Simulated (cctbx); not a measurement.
# Reading a Patterson map

Space group P4/nmm (no. 129, origin choice 1), a = 3.7350 Å, b = 3.7350 Å, c = 8.2740 Å, α = 90.00°, β = 90.00°, γ = 90.00°, content W2 Sb2 Si2.

Simulated single-crystal data (cctbx): Mo Kα, λ = 0.71073 Å, to d = 0.7 Å, 70 % of the full sphere, strongest reflection 40000 counts, noise from counting, a 1.5 % proportional error and a noise floor of 4 counts (s.d.); no absorption.

Patterson synthesis, origin scaled to 1000:

```text
Patterson group P 4/m m m
      u       v       w   height  length (A)
  0.000   0.000   0.000   1000.0     0.00
  0.500   0.500   0.500    549.9     4.91
  0.500   0.500   0.151    423.5     2.92
  0.000   0.000   0.378    410.5     3.12
  0.000   0.500   0.230     66.9     2.66
  0.000   0.500   0.387     29.5     3.71
  0.000   0.160   0.098     10.2     1.01
  0.183   0.183   0.000      9.5     0.96
  0.000   0.000   0.500      7.9     4.14
  0.500   0.500   0.000      7.5     2.64
  0.000   0.234   0.060      6.6     1.01
  0.000   0.000   0.125      4.2     1.03
  0.153   0.153   0.083      4.0     1.06
  0.000   0.271   0.000      3.6     1.01
```

Q: Assign the vectors.

A peak at u stands for all pairs with xi − xj = u, with weight Σ ZiZj against Σ Z² = 16546 at the origin. Peak heights follow these weights only roughly, since form factors, motion and series ripples differ, all vectors within 0.55 Å of a peak are counted as merged into it though the farther ones add only part of their weight, and F(000) is left out, which lowers the whole map:

| u | v | w | shortest length (Å) | height | 1000 ΣZiZj/ΣZ² | pairs in the cell |
| --- | --- | --- | --- | --- | --- | --- |
| 0.500 | 0.500 | 0.500 | 4.91 | 550 | 662 | 2 × W–W |
| 0.500 | 0.500 | 0.151 | 2.92 | 424 | 456 | 2 × W–Sb |
| 0.000 | 0.000 | 0.378 | 3.13 | 410 | 456 | 2 × W–Sb |
| 0.000 | 0.500 | 0.230 | 2.67 | 67 | 125 | 2 × W–Si |

The table stops at ten peaks or at a height of 45, below which ripples compete. In the model behind the data W, the heaviest element, has 1 independent site: (1/2, 0, 0.2373), up to an allowed shift of origin; the W–W vectors are differences of these positions and their symmetry mates. The whole model:

| atom | mult. | x | y | z | Ueq (Å²) |
| --- | --- | --- | --- | --- | --- |
| W1 | 2 | 1/2 | 0 | 0.2373 | 0.0124 |
| Sb1 | 2 | 1/2 | 0 | 0.6150 | 0.0169 |
| Si1 | 2 | 1/2 | 1/2 | 0 | 0.0284 |

This is a model crystal, built by substitution and not relaxed, with assumed displacement parameters.

[Logs are printed without paths, hosts, clocks, repeated set-up lines and the standing remarks that a program may print on its own settings, such as how far it seeks lower states.]
